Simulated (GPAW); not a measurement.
# 3d dopants in WSe2: moments across the series

One cation of WSe2 is replaced by one 3d element after another. What moment does each carry?

Method: PBE; plane waves with GPAW's PAW setups, scalar-relativistic, in GPAW 26.7.0.

## Step 1: The structure

The cell holds 27 atoms: 1 Ti, 18 Se and 8 W. Cell: a = 9.846 Å, b = 9.846 Å, c = 16.340 Å, α = 90.0°, β = 90.0°, γ = 120.0°. Model cell: substitutional dopants on the host's lattice, its constants typed without a cited source, atoms not relaxed. Vacuum lies along c.

This is the first member shown.

## Step 2: The first member

This run shows input and output; the others differ as the table says.

Contents of order1.py:

```python
import json
import numpy as np
from ase import Atoms
from ase.parallel import paropen, parprint
from gpaw import GPAW

atoms = Atoms(['Ti', 'Se', 'Se', 'W', 'Se', 'Se', 'W', 'Se', 'Se', 'W', 'Se', 'Se', 'W', 'Se', 'Se', 'W', 'Se', 'Se', 'W', 'Se', 'Se', 'W', 'Se', 'Se', 'W', 'Se', 'Se'],
    cell=[[9.846, 0.0, 0.0],
         [-4.923, 8.526886, 0.0],
         [0.0, -0.0, 16.34]],
    scaled_positions=[[0.0, 0.0, 0.5],
         [0.222222, 0.111111, 0.602203],
         [0.222222, 0.111111, 0.397797],
         [0.0, 0.333333, 0.5],
         [0.222222, 0.444444, 0.602203],
         [0.222222, 0.444444, 0.397797],
         [0.0, 0.666667, 0.5],
         [0.222222, 0.777778, 0.602203],
         [0.222222, 0.777778, 0.397797],
         [0.333333, 0.0, 0.5],
         [0.555556, 0.111111, 0.602203],
         [0.555556, 0.111111, 0.397797],
         [0.333333, 0.333333, 0.5],
         [0.555556, 0.444444, 0.602203],
         [0.555556, 0.444444, 0.397797],
         [0.333333, 0.666667, 0.5],
         [0.555556, 0.777778, 0.602203],
         [0.555556, 0.777778, 0.397797],
         [0.666667, 0.0, 0.5],
         [0.888889, 0.111111, 0.602203],
         [0.888889, 0.111111, 0.397797],
         [0.666667, 0.333333, 0.5],
         [0.888889, 0.444444, 0.602203],
         [0.888889, 0.444444, 0.397797],
         [0.666667, 0.666667, 0.5],
         [0.888889, 0.777778, 0.602203],
         [0.888889, 0.777778, 0.397797]],
    pbc=True,
    magmoms=[1.0, 0.0, 0.0, 0.0, 0.0, 0.0, 0.0, 0.0, 0.0, 0.0, 0.0, 0.0, 0.0, 0.0, 0.0, 0.0, 0.0, 0.0, 0.0, 0.0, 0.0, 0.0, 0.0, 0.0, 0.0, 0.0, 0.0])
atoms.calc = GPAW(mode={'name': 'pw', 'ecut': 450},
    xc='PBE',
    kpts={'size': (3, 3, 1), 'gamma': True},
    occupations={'name': 'fermi-dirac', 'width': 0.05},
    convergence={'density': 1e-05, 'energy': 1e-05},
    maxiter=200,
    mixer={'name': 'pulay', 'beta': 0.05, 'nmaxold': 6, 'weight': 50},
    symmetry={'tolerance': 1e-4},
    txt='order1.txt')
e = atoms.get_potential_energy(force_consistent=True)
res = {'free_energy': e, 'energy_sigma0': atoms.get_potential_energy(), 'fermi_energy': atoms.calc.get_fermi_level()}
res['moments'] = atoms.get_magnetic_moments().tolist()
res['total'] = atoms.get_magnetic_moment()
parprint('site moments (muB):', np.round(res['moments'], 3))
parprint(f"total moment: {res['total']:.3f} muB")
parprint(f'free energy: {e:.6f} eV')
atoms.calc.write('order1.gpw')
with paropen('results.json', 'w') as f:
    json.dump(res, f)
```

Run with:

```sh
$ OMP_NUM_THREADS=1 mpirun -n 4 gpaw python order1.py > order1.log
```

Numbers of over 12 decimals in the logs are rounded to 6 here.

What it wrote:

```text
site moments (muB): [ 0.003  0.     0.     0.001  0.     0.     0.001  0.     0.     0.001
 -0.    -0.     0.001 -0.    -0.     0.     0.     0.     0.001  0.
  0.     0.    -0.    -0.     0.001  0.     0.   ]
total moment: 0.021 muB
free energy: -177.431849 eV

--- order1.txt ---
Input parameters:
  mode=PW(ecut=450),
  convergence={'density': 1e-05, 'energy': 1e-05},
  kpts=MonkhorstPack(size=(3, 3, 1), gamma=True),
  maxiter=200,
  mixer=Pulay(name='pulay', nmaxold=6, beta=0.05, weight=50, sigma=0.015, g_ss=None),
  occupations=Occupations(name='fermi-dirac', width=0.05),
  symmetry=Symmetry(tolerance=0.0001),
  xc=XC(name='PBE')

Diagonalizing LCAO Hamiltonian
Converting LCAO to pw mode

                Se      Se      Se

           W      Se      Se      Se

             W  Se  Se  Se  Se  Se  Se

               Ti Se   W  Se   W  Se

                    Se      Se      Se

Atoms  # Å, Bohr magnetons
|    | symbol |         x |        y |        z |    initial magnetic moments |
|----|--------|-----------|----------|----------|-----------------------------|
|  0 |     Ti |  0.000000 | 0.000000 | 8.170000 | ( 0.0000,  0.0000,  1.0000) |
|  1 |     Se |  1.640998 | 0.947431 | 9.839997 | ( 0.0000,  0.0000,  0.0000) |
|  2 |     Se |  1.640998 | 0.947431 | 6.500003 | ( 0.0000,  0.0000,  0.0000) |
|  3 |      W | -1.640998 | 2.842292 | 8.170000 | ( 0.0000,  0.0000,  0.0000) |
|  4 |     Se | -0.000000 | 3.789723 | 9.839997 | ( 0.0000,  0.0000,  0.0000) |
|  5 |     Se | -0.000000 | 3.789723 | 6.500003 | ( 0.0000,  0.0000,  0.0000) |
[...]
Zero:             -1.091391
  External:          0.000000
  Xc:             -176.456561
  Entropy:          -0.124290
  Spinorbit:         0.000000
  ----------------------------
  Free energy:    -177.431849
  Extrapolated:   -177.369704

dipole moment: (-13.872911, -112.667587, 0.001215)  # |e|*Ang

Total magnetic moment: (0.000000, 0.000000, 0.020942)

Local magnetic moments
|        x |        y |         z |
|----------|----------|-----------|
| 0.000000 | 0.000000 |  0.003047 |  # Ti   0
| 0.000000 | 0.000000 |  0.000105 |  # Se   1
| 0.000000 | 0.000000 |  0.000105 |  # Se   2
| 0.000000 | 0.000000 |  0.001368 |  # W    3
| 0.000000 | 0.000000 |  0.000066 |  # Se   4
[...]
| 0.000000 | 0.000000 | -0.000012 |  # Se  23
| 0.000000 | 0.000000 |  0.001368 |  # W   24
| 0.000000 | 0.000000 |  0.000105 |  # Se  25
| 0.000000 | 0.000000 |  0.000105 |  # Se  26

Fermi level: 0.130
Eigenvalues  # (at kpt = [0.000, 0.000, 0.000])
| band index |      eig [eV] | occ [0-1] |      eig [eV] | occ [0-1] |
|------------|---------------|-----------|---------------|-----------|
|          0 |       -73.694 |     1.000 |       -73.694 |     1.000 |
|        ... |               |           |               |           |
|        107 |        -0.970 |     1.000 |        -0.969 |     1.000 |
|        108 |        -0.905 |     1.000 |        -0.904 |     1.000 |
|        109 |        -0.723 |     1.000 |        -0.721 |     1.000 |
|        110 |        -0.711 |     1.000 |        -0.710 |     1.000 |
[...]
|        120 |         2.371 |     0.000 |         2.372 |     0.000 |
|        121 |         2.371 |     0.000 |         2.372 |     0.000 |
|        122 |         2.383 |     0.000 |         2.384 |     0.000 |
|        ... |               |           |               |           |
|        143 |         3.740 |     0.000 |         3.741 |     0.000 |

No gap
No difference between direct/indirect transitions


[key lines of the parts left out:]
Converged in 58 steps
```

Wall time 16 min (4 MPI ranks of Arm Neoverse V2, shared host); peak memory 2.4 GiB.

After 58 cycles the seed has died away: no moment is left.

## Step 3: The series

All use a 3×3×1 mesh. Each dopant starts with a moment; a run without spin polarisation gives the energy that the moment gains.

```csv
dopant,moment in its sphere (μB),net moment (μB a cell),largest moment elsewhere (μB),gain by spin polarisation (meV)
Ti,+0.00,0.02,+0.00,-0
V,+0.00,0.00,-0.00,-0
Cr,+0.00,0.00,+0.00,-0
Mn,+1.56,1.00,-0.03,114
Fe,+2.07,2.00,-0.01,275
Co,+1.62,2.92,+0.08,240
Cu,+0.00,0.01,+0.00,0
```

## Step 4: Outcome

```
largest net moment                  : 2.92 μB (Co)
within 0.02 of a whole number of μB : Mn 1.00, Fe 2.00
no settled moment                   : Ti, V, Cr, Cu
```

In words: The net moment is largest for Co, 2.92 μB, and vanishes or is a mere residue for Ti, V, Cr and Cu. Mn and Fe give a whole number of μB, as a fixed count of unpaired electrons does. Each dopant had one start, so another spin state can lie lower; in so small a cell the dopant levels widen into bands, and with the smearing this can quench a moment. The atoms were not relaxed, which can shift moments and couplings. Trends hold for the rows shown; the series may have further members. Spin–orbit coupling is left out.

[Logs and program files are shortened in this print: banners, set-up blocks, solver, clock and traceback lines can be left out without a mark of their own.]

[Logs are printed without paths, hosts, clocks, repeated set-up lines and the standing remarks that a program may print on its own settings, such as how far it seeks lower states.]

[Hosts, paths, dates, database ids (printed as entryN), source tags and the programs' standing remarks are cut or masked in the printed files.]

[Where a cell is said to come from a database of computed structures, the database is the Materials Project.]
